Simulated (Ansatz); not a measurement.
# PtSe2 (model cell, started as rutile): relaxing the cell for a phonon run

Task: relax PtSe2 (model cell, started as rutile) tightly.

Method: DFT LDA, scalar-relativistic, plane waves, PAW, in Ansatz 0.2.0.

The structure was built from a prototype and need not be the compound's stable phase.

## (1) The starting structure

Symmetry: P4_2/mnm, No. 136, tetragonal system. The conventional cell has a = 6.070 Å, b = 6.070 Å, c = 3.915 Å, α = 90.00°, β = 90.00°, γ = 90.00°. Nearest to Pt lie 6 Se at 2.58 to 2.62 Å. Se has 3 Pt at 2.58 to 2.62 Å nearest. Farther neighbours and most contacts between anions are not listed.

Coordinates:

```cif
data_structure
_symmetry_space_group_name_H-M 'P 1'
_symmetry_Int_Tables_number 1
_cell_length_a 6.0697
_cell_length_b 6.0697
_cell_length_c 3.9149
_cell_angle_alpha 90.000
_cell_angle_beta 90.000
_cell_angle_gamma 90.000
_cell_volume 144.23
loop_
_atom_site_label
_atom_site_type_symbol
_atom_site_fract_x
_atom_site_fract_y
_atom_site_fract_z
_atom_site_occupancy
Pt1 Pt 0.00000 0.00000 0.00000 1
Pt2 Pt 0.50000 0.50000 0.50000 1
Se3 Se 0.30500 0.30500 0.00000 1
Se4 Se 0.69500 0.69500 0.00000 1
Se5 Se 0.80500 0.19500 0.50000 1
Se6 Se 0.19500 0.80500 0.50000 1
```

## (2) Probe on a coarse mesh

First a cheap look: the gap decides the mesh and the occupations, the pressure tells how far the cell has to move.

input.yaml

```yaml
crystal:
  lattice:
    - [6.06965, 0.0, 0.0]
    - [0.0, 6.06965, 0.0]
    - [0.0, 0.0, 3.91492]
  atoms:
    - { symbol: Pt, position: [0.0, 0.0, 0.0] }
    - { symbol: Pt, position: [0.5, 0.5, 0.5] }
    - { symbol: Se, position: [0.305, 0.305, 0.0] }
    - { symbol: Se, position: [0.695, 0.695, 0.0] }
    - { symbol: Se, position: [0.805, 0.195, 0.5] }
    - { symbol: Se, position: [0.195, 0.805, 0.5] }
kpoints:
  mp_grid: { grid: [4, 4, 6] }
hamiltonian:
  xc: lda
scf:
  occupations: { method: gaussian, width: 0.1 }
output:
  forces: true
  stress: true
  eigenvalues: true
```

Started as:

```console
$ ansatz run input.yaml --threads 8 --pin off --max-ram 14336MiB --backend cpu --events-out ev --progress --plain --runs-dir out
```

Numbers of over 12 decimals in the logs are rounded to 6 here.

The log of the run:

```text
Engine: ansatz 0.2.0, aarch64-unknown-linux-gnu
Pseudopotentials: kind: paw
Pseudopotential: Pt, paw, valence charge 18, recommended cutoff 420 eV (normal), Pt.paw.azcp
Pseudopotential: Se, paw, valence charge 16, recommended cutoff 420 eV (normal), Se.paw.azcp
Functional definition: SPW92
  exchange = slater_x
  correlation = pw_c
Crystal: 6 atoms, lattice volume = 144.228 Å³
Basis set: ecut = 420 eV, 2817 PW (Γ)
[...]
k-point 0: bands = [... 46 lower, 8.7302, 8.7424, 9.3956, 9.3956, 9.8728, 10.8469, 11.5226, 11.5226, ... 6 higher]
  k-point 1: bands = [... 46 lower, 8.4847, 8.6856, 9.3074, 9.3074, 9.5035, 10.7771, 10.7771, 10.8867, ... 6 higher]
  k-point 2: bands = [... 46 lower, 8.5485, 8.8090, 8.9998, 9.1132, 9.1132, 9.9091, 10.3394, 10.3394, ... 6 higher]
  k-point 23: bands = [... 46 lower, 8.9835, 8.9835, 9.2252, 9.2252, 10.0020, 10.0020, 10.2317, 10.2317, ... 6 higher]
[key lines of the parts left out:]
SCF converged after 8 iterations
Free energy (F): -46022.744521 eV
Fermi energy:    9.315738 eV
P = ⅓ Tr σ = -10.6753 GPa (-106.753 kbar)
```

Run time: 3.5 s. Hardware: 8 threads of Arm Neoverse N1, shared host; peak memory 0.7 GiB.

Numbers from this step:

```yaml
pressure: -10.68 GPa
volume_per_atom: 24.04 Å³
gap_on_the_k_mesh: 0 eV
```

The coarse mesh shows no gap and a pressure of -10.7 GPa.

## (3) Coarse relaxation

A rough relaxation comes first, because large forces or stress need no tight tolerances yet.

input.yaml: that of step 2 with these lines changed.

```diff
@@ -22 +22,6 @@
   eigenvalues: true
+relax:
+  adjacent_minimum: "off"
+  f_tol: 0.05
+  max_steps: 80
+  cell: { stress_tol: 0.5 }
```

The log of the run:

```text
[...]
Crystal: 6 atoms, lattice volume = 144.228 Å³
Basis set: ecut = 420 eV, 2817 PW (Γ)
Bands: 60, of which v1, the nominal top of the filled ones, is band 50 counted from 1 (49 counted from 0)
Symmetry: 16 space group operations
[...]
k-points: 24 of 96
[...]
cell:  # Å, volume = 126.2958 Å³
    - [5.655850, 0, 0]
    - [0, 5.655850, 0]
    - [0, 0, 3.948146]
  atoms:
    - { symbol: Pt, position: [4.763381403037546e-19, 0, 0] }
    - { symbol: Pt, position: [0.500000, 0.500000, 0.5] }
    - { symbol: Se, position: [0.310053, 0.310053, 0] }
    - { symbol: Se, position: [0.689947, 0.689947, 0] }
    - { symbol: Se, position: [0.810053, 0.189947, 0.5] }
    - { symbol: Se, position: [0.189947, 0.810053, 0.5] }
[key lines of the parts left out:]
SCF converged after 4 iterations
Free energy (F): -46023.490810 eV
Fermi energy:    11.664966 eV
P = ⅓ Tr σ = 0.0186 GPa (0.186 kbar)
```

Wall time 17 s (8 threads); peak memory 0.75 GiB.

Relaxation path:

```tsv
step	energy less that of the first step (eV)	largest force component (eV/Å)	pressure (GPa)	volume (Å³)
1	0.0000	0.3192	-10.68	144.23
2	-0.6656	0.1563	1.02	126.95
3	-0.7337	0.2186	-0.31	126.92
4	-0.7496	0.0441	0.02	126.30
5*	-0.7463	0.0441	0.02	126.30
```

Relaxation steps marked * repeat the geometry before them on a plane-wave basis chosen anew for their cell, so energy and pressure can jump there.

Forces are held to the 16 operations that the run works with; a distortion that breaks them can't arise in this run.

```tsv
conventional cell, symmetrised	before	after	change
a (Å)	6.070	5.656	-6.8 %
b (Å)	6.070	5.656	-6.8 %
c (Å)	3.915	3.948	+0.8 %
volume (Å³/atom)	24.04	21.05	-12.4 %
```

The atoms that moved most (Å, as changes of fractional coordinates times the final cell):

```tsv
atom	dx	dy	dz	length
Se4	-0.029	-0.029	0.000	0.040
Se5	0.029	-0.029	0.000	0.040
Se6	-0.029	0.029	0.000	0.040
Se3	0.029	0.029	0.000	0.040
```

Final coordinates:

```xyz
6
Lattice="5.6558 0.0000 0.0000 0.0000 5.6558 0.0000 0.0000 0.0000 3.9481" Properties=species:S:1:pos:R:3 pbc="T T T"
Pt    0.0000    0.0000    0.0000
Pt    2.8279    2.8279    1.9741
Se    1.7536    1.7536    0.0000
Se    3.9022    3.9022    0.0000
Se    4.5815    1.0743    1.9741
Se    1.0743    4.5815    1.9741
```

Numbers from this step:

```yaml
pressure: 0.01856 GPa
volume_per_atom: 21.05 Å³
```

In this step the volume went from 24.04 to 21.05 Å³/atom.

## (4) Bringing the structure to rest

The cell and atoms are relaxed, since residual forces and stress would shift the frequencies.

input.yaml

```yaml
crystal:
  lattice:
    - [5.6558495132, 0.0, 0.0]
    - [0.0, 5.6558495132, 0.0]
    - [0.0, 0.0, 3.9481461588]
  atoms:
    - { symbol: Pt, position: [0.0, 0.0, 0.0] }
    - { symbol: Pt, position: [0.5, 0.5, 0.5] }
    - { symbol: Se, position: [0.3100532682, 0.3100532682, 0.0] }
    - { symbol: Se, position: [0.6899467318, 0.6899467318, 0.0] }
    - { symbol: Se, position: [0.8100532682, 0.1899467318, 0.5] }
    - { symbol: Se, position: [0.1899467318, 0.8100532682, 0.5] }
kpoints:
  mp_grid: { grid: [6, 6, 10] }
hamiltonian:
  xc: lda
scf:
  occupations: { method: gaussian, width: 0.1 }
output:
  forces: true
  stress: true
  eigenvalues: true
  write_density: true
  write_potential: true
  elf: true
  volumetric_format: npy
relax:
  adjacent_minimum: "off"
  f_tol: 0.005
  max_steps: 80
  cell: { stress_tol: 0.05 }
```

The log of the run:

```text
[...]
Crystal: 6 atoms, lattice volume = 126.296 Å³
Basis set: ecut = 420 eV, 2473 PW (Γ)
Bands: 60, of which v1, the nominal top of the filled ones, is band 50 counted from 1 (49 counted from 0)
[... 1 set-up line as in the run before ...]
[...]
k-points: 60 of 360
[...]
SCF iter   1: F=—  HF=-46023.498536 eV  |F-HF|=—  |Δ(HF+E_count)|=         —  Δρ=7.68e-3  dr2=5.06e-2  ethr=1.77e-3  ⟨swp⟩=5.6  Hψ=12391  notcnv=0  defer=31
[...]
SCF iter   8: F=-46023.486030 eV  HF=-46023.486030 eV  |F-HF|=3.31e-9  |Δ(HF+E_count)|=   2.61e-8  Δρ=1.78e-6  dr2=4.89e-9  ethr=1.00e-10  ⟨swp⟩=7.1  Hψ=20102  notcnv=0
SCF 1 converged in 8 iterations: F = -46023.486030 eV  dr2 = 4.89e-9
[...]
relax step   1: F+E_penalty+E_count = -46023.48603042 eV  Δ(F+E_penalty+E_count) = +0.000e0 eV  max|allowed force component| = 4.931e-2 eV/Å  Δτ_max = 0.0000 Å  P = -0.228 GPa  Ω = 126.296 Å³  (8 SCF iters, dr2 threshold 1.00e-7 eV, accepted)
Crystal: 6 atoms, lattice volume = 125.761 Å³
Basis set: ecut = 420 eV, 2457 PW (Γ)
[...]
SCF iter   5: F=-46023.488202 eV  HF=-46023.488202 eV  |F-HF|=3.67e-8  |Δ(HF+E_count)|=   3.55e-7  Δρ=5.73e-6  dr2=4.42e-8  ethr=5.97e-10  ⟨swp⟩=9.1  Hψ=26926  notcnv=0
SCF 2 converged in 5 iterations: F = -46023.488202 eV  dr2 = 4.42e-8
  Residual-converged pass: ⟨swp⟩=1.0  Hψ=3840  notcnv=0  max |occ|·‖R‖ = 7.0e-9 eV (tolerance 1.0e-8 eV)  dr2=4.42e-8  dr2_onsite=9.35e-9  max |Δocc| = 5.0e-11
[...]
relax step   2: F+E_penalty+E_count = -46023.48820200 eV  Δ(F+E_penalty+E_count) = -2.172e-3 eV  max|allowed force component| = 1.780e-2 eV/Å  Δτ_max = 0.0016 Å  P = +0.102 GPa  Ω = 125.761 Å³  energy of the carried Pulay correction = +1.157e-4 eV  (5 SCF iters, dr2 threshold 5.97e-7 eV, accepted)
Crystal: 6 atoms, lattice volume = 125.898 Å³
[...]
SCF iter   4: F=-46023.488283 eV  HF=-46023.488283 eV  |F-HF|=1.08e-7  |Δ(HF+E_count)|=   2.62e-7  Δρ=8.14e-6  dr2=1.25e-7  ethr=1.51e-10  ⟨swp⟩=6.1  Hψ=24242  notcnv=0
SCF 3 converged in 4 iterations: F = -46023.488283 eV  dr2 = 1.25e-7
relax step   3: F+E_penalty+E_count = -46023.48828273 eV  Δ(F+E_penalty+E_count) = -8.073e-5 eV  max|allowed force component| = 7.428e-3 eV/Å  Δτ_max = 0.0018 Å  P = -0.088 GPa  Ω = 125.898 Å³  energy of the carried Pulay correction = +8.610e-5 eV  (4 SCF iters, dr2 threshold 1.51e-7 eV, accepted)
[...]
relax step   4: F+E_penalty+E_count = -46023.48833880 eV  Δ(F+E_penalty+E_count) = -5.607e-5 eV  max|allowed force component| = 1.778e-4 eV/Å  Δτ_max = 0.0006 Å  P = +0.002 GPa  Ω = 125.818 Å³  energy of the carried Pulay correction = +1.035e-4 eV  (4 SCF iters, dr2 threshold 4.92e-8 eV, accepted)
[...]
SCF iter   5: F=-46023.488243 eV  HF=-46023.488243 eV  |F-HF|=7.28e-12  |Δ(HF+E_count)|=  1.16e-10  Δρ=1.02e-7  dr2=1.97e-11  ethr=1.00e-12  ⟨swp⟩=5.0  Hψ=17093  notcnv=0
SCF 5 converged in 5 iterations: F = -46023.488243 eV  dr2 = 1.97e-11
relax step   5: F+E_penalty+E_count = -46023.48824257 eV  Δ(F+E_penalty+E_count) = +9.623e-5 eV  max|allowed force component| = 1.809e-4 eV/Å  Δτ_max = 0.0000 Å  P = +0.002 GPa  Ω = 125.818 Å³  stress off target by 2.09e-3 GPa  SCF on the basis re-selected at this cell (its energy is not comparable with the rows above)  (5 SCF iters)
[...]
SCF converged after 5 iterations
Free energy (F): -46023.488243 eV
[...]
Internal energy: -46023.456169 eV  (E = F + TS)
E sigma→0 (E₀):  -46023.472206 eV
Entropy (-TS):   -0.032074 eV (-5.346 meV/atom)
Fermi energy:    11.747899 eV
[...]
--- Forces (eV/Å), atoms counted from 1 ---
  atom   1  Pt     0.00000000     0.00000000     0.00000000
  atom   2  Pt     0.00000000    -0.00000000     0.00000000
  atom   3  Se     0.00018094     0.00018094     0.00000000
  atom   4  Se    -0.00018094    -0.00018094     0.00000000
  atom   5  Se     0.00018094    -0.00018094     0.00000000
  atom   6  Se    -0.00018094     0.00018094     0.00000000
  max |Σ_I F_I| component: 1.73e-18 eV/Å
--- Stress (GPa, compression-positive) ---
        0.002087       0.000000       0.000000
        0.000000       0.002087       0.000000
        0.000000       0.000000       0.001558
  P = ⅓ Tr σ = 0.0019 GPa (0.019 kbar)
--- Band table (eV; the first three rows and the last of 60) ---
  k-point 0: bands = [... 46 lower, 10.7565, 11.0909, 11.9920, 11.9920, 12.2769, 14.1349, 14.3260, 14.3260, ... 6 higher]
  k-point 1: bands = [... 46 lower, 10.4692, 11.0670, 11.9321, 11.9321, 12.0972, 13.8672, 13.8672, 14.0044, ... 6 higher]
  k-point 2: bands = [... 46 lower, 11.0001, 11.1010, 11.6674, 11.7112, 11.7112, 13.2886, 13.2886, 13.4447, ... 6 higher]
  k-point 59: bands = [... 46 lower, 11.4800, 11.4800, 11.6027, 11.6027, 12.6739, 12.6739, 12.7819, 12.7819, ... 6 higher]
--- Relaxed structure (4 steps of the walk, 4 accepted, 1 SCFs on fresh bases) ---
[...]
cell:  # Å, volume = 125.8177 Å³
    - [5.635422, 0, 0.0]
    - [0.0, 5.635422, 0.0]
    - [0.0, 0.0, 3.961766]
  atoms:
    - { symbol: Pt, position: [0, 0, 0.0] }
    - { symbol: Pt, position: [0.5, 0.5, 0.500000] }
    - { symbol: Se, position: [0.309696, 0.309696, 0.0] }
    - { symbol: Se, position: [0.690304, 0.690304, 0.0] }
    - { symbol: Se, position: [0.809696, 0.190304, 0.500000] }
    - { symbol: Se, position: [0.190304, 0.809696, 0.500000] }
```

Run time: 36 s. Hardware: 8 threads; peak memory 0.83 GiB.

Relaxation path:

```tsv
step	energy less that of the first step (eV)	largest force component (eV/Å)	pressure (GPa)	volume (Å³)
1	0.0000	0.0493	-0.23	126.30
2	-0.0022	0.0178	0.10	125.76
3	-0.0023	0.0074	-0.09	125.90
4	-0.0023	0.0002	0.00	125.82
5*	-0.0022	0.0002	0.00	125.82
```

Relaxation steps marked * repeat the geometry before them on a plane-wave basis chosen anew for their cell, so energy and pressure can jump there.

The run keeps the 16 symmetry operations that it works with, so distortions that break them were not tested.

```tsv
conventional cell, symmetrised	before	after	change
a (Å)	5.656	5.635	-0.4 %
b (Å)	5.656	5.635	-0.4 %
c (Å)	3.948	3.962	+0.3 %
volume (Å³/atom)	21.05	20.97	-0.4 %
```

Numbers from this step:

```yaml
pressure: 0.001911 GPa
volume_per_atom: 20.97 Å³
```

ELF in the ab plane at fractional z = 0.000, with atoms of Pt and Se within 0.2 Å of it. It is the smooth field of the valence electrons, not physical close to the nuclei.

Ten even steps from '0' (0.03) to '9' (0.85), each cell a mean:
```
7753200013433357
7643100168875335
4432100489988633
2221001599757853
1100001588415873
0000000367447984
0012321136789983
0258863213689861
0599986421355410
1699857631011000
1698315862000000
2488438983000112
3368889982001233
5336899951002345
7633466520012467
7753211000012477
```
Columns run along a (5.6 Å), rows up along b (5.6 Å). Atoms in or near the plane, at fractional coordinates: Pt at (0.00, 0.00), Se at (0.31, 0.31), Se at (0.69, 0.69).

Valence density in the ab plane at fractional z = 0.000, with atoms of Pt and Se within 0.2 Å of it. It is the smooth field of the valence electrons, not physical close to the nuclei.

Ten steps, logarithmic in the rise over the least value, from '_' (0 e/Å³) to '@' (34 e/Å³), each cell a mean:
```
##**==..________________..::++**
++==::..____________......::--++
--::..__________..::----::::::::
..______________..--**##++::....
________________..==%%@@##--..__
________________..==##%%**--..__
________________..::====--::____
________......____..........____
____....::--::..________________
____..--**##==::..______________
____::++%%@@##--..______________
__..::==%%%%**::..______________
....::::==++--..____________....
==--::::::::....__________..::==
**++--....________________::==**
##**==..________________..--++##
```
Columns run along a (5.6 Å), rows up along b (5.6 Å). Atoms in or near the plane, at fractional coordinates: Pt at (0.00, 0.00), Se at (0.31, 0.31), Se at (0.69, 0.69).

Electrostatic potential energy in the ab plane at fractional z = 0.000, with atoms of Pt and Se within 0.2 Å of it. With pseudopotentials it is smooth inside the atoms' cores, unlike the true potential.

Ten even steps from '_' (-50 eV) to '@' (17 eV), each cell a mean:
```
____==%%@@@@@@@@@@@@@@@@@@##::__
..--##@@@@@@@@@@@@@@%%%%%%%%++::
**##%%@@@@@@@@@@@@##******##%%##
@@@@@@@@@@@@@@@@%%****##****%%@@
@@@@@@@@@@@@@@@@##**##%%##**%%@@
@@@@@@@@@@@@@@@@##**####****%%@@
@@@@@@@@@@@@@@@@%%********##@@@@
@@@@@@@@%%%%%%@@@@%%####%%@@@@@@
@@@@@@##****##%%@@@@@@@@@@@@@@@@
@@@@%%****##**##%%@@@@@@@@@@@@@@
@@@@##**%%%%##**%%@@@@@@@@@@@@@@
@@@@##**##%%****%%@@@@@@@@@@@@@@
%%%%%%********##@@@@@@@@@@@@@@%%
--++##%%####%%@@@@@@@@@@@@%%##==
__..++%%@@@@@@@@@@@@@@@@@@##--__
____--%%@@@@@@@@@@@@@@@@@@**..__
```
Columns run along a (5.6 Å; values clipped at the 3rd and 97th percentile), rows up along b (5.6 Å). Atoms in or near the plane, at fractional coordinates: Pt at (0.00, 0.00), Se at (0.31, 0.31), Se at (0.69, 0.69).

In this step the volume went from 21.05 to 20.97 Å³/atom.

## (5) Tight relaxation

Phonons need a cell at rest on their own settings, so the relaxation is repeated with tight tolerances on forces and stress, using the mesh and the filling of the phonon run that follows.

input.yaml

```yaml
crystal:
  lattice:
    - [5.6354221486, 0.0, 0.0]
    - [0.0, 5.6354221486, 0.0]
    - [0.0, 0.0, 3.9617662457]
  atoms:
    - { symbol: Pt, position: [0.0, 0.0, 0.0] }
    - { symbol: Pt, position: [0.5, 0.5, 0.5] }
    - { symbol: Se, position: [0.309696088, 0.309696088, 0.0] }
    - { symbol: Se, position: [0.690303912, 0.690303912, 0.0] }
    - { symbol: Se, position: [0.809696088, 0.190303912, 0.5] }
    - { symbol: Se, position: [0.190303912, 0.809696088, 0.5] }
kpoints:
  mp_grid: { grid: [6, 6, 12] }
hamiltonian:
  xc: lda
scf:
  occupations: { method: methfessel_paxton, width: 0.2 }
output:
  forces: true
  stress: true
  eigenvalues: true
relax:
  adjacent_minimum: "off"
  f_tol: 0.001
  max_steps: 60
  cell: { stress_tol: 0.01 }
```

The log of the run:

```text
[...]
Crystal: 6 atoms, lattice volume = 125.818 Å³
Basis set: ecut = 420 eV, 2457 PW (Γ)
Bands: 60, of which v1, the nominal top of the filled ones, is band 50 counted from 1 (49 counted from 0)
[... 1 set-up line as in the run before ...]
[...]
k-points: 70 of 432
[...]
cell:  # Å, volume = 125.7948 Å³
    - [5.634029, 0.0, 0.0]
    - [0.0, 5.634029, 0.0]
    - [0.0, 0.0, 3.963006]
  atoms:
    - { symbol: Pt, position: [0, 0, 0.0] }
    - { symbol: Pt, position: [0.500000, 0.500000, 0.500000] }
    - { symbol: Se, position: [0.309871, 0.309871, 0.0] }
    - { symbol: Se, position: [0.690129, 0.690129, 0.0] }
    - { symbol: Se, position: [0.809871, 0.190129, 0.500000] }
    - { symbol: Se, position: [0.190129, 0.809871, 0.500000] }
[key lines of the parts left out:]
SCF converged after 5 iterations
Free energy (F): -46023.475067 eV
Fermi energy:    11.752784 eV
P = ⅓ Tr σ = 0.0007 GPa (0.007 kbar)
```

It took 27 s on 8 threads; peak memory 0.86 GiB; 3.5 min of CPU time.

Little changed from the start: no atom moved by 0.005 Å and no cell edge by 0.1 %.

Numbers from this step:

```yaml
pressure: 7.17e-4 GPa
```

The largest force component left is 0.60 meV/Å and the pressure is 0.001 GPa, within the tolerances set. The cell now holds 20.97 Å³/atom.

## (6) Outcome

* space group after relaxation (within 0.01 Å): P4_2/mnm
* lattice constant a: 5.634 Å
* lattice constant b: 5.634 Å
* lattice constant c: 3.963 Å
* volume per atom: 21.0 Å³

**Reading.** The largest force component left is 0.60 meV/Å and the pressure is 0.001 GPa, within the tolerances set. The cell now holds 20.97 Å³/atom. The relaxation keeps the symmetry of its start, so it says nothing on stability against lower symmetry. Spin-orbit coupling is left out, which can matter for the heavy elements here. The starting cell was built on a prototype and not taken from a measurement, so the phase need not exist.

[Logs are printed without paths, hosts, clocks, repeated set-up lines and the standing remarks that a program may print on its own settings, such as how far it seeks lower states.]

[Hosts, paths, dates, database ids (printed as entryN), source tags and the programs' standing remarks are cut or masked in the printed files.]
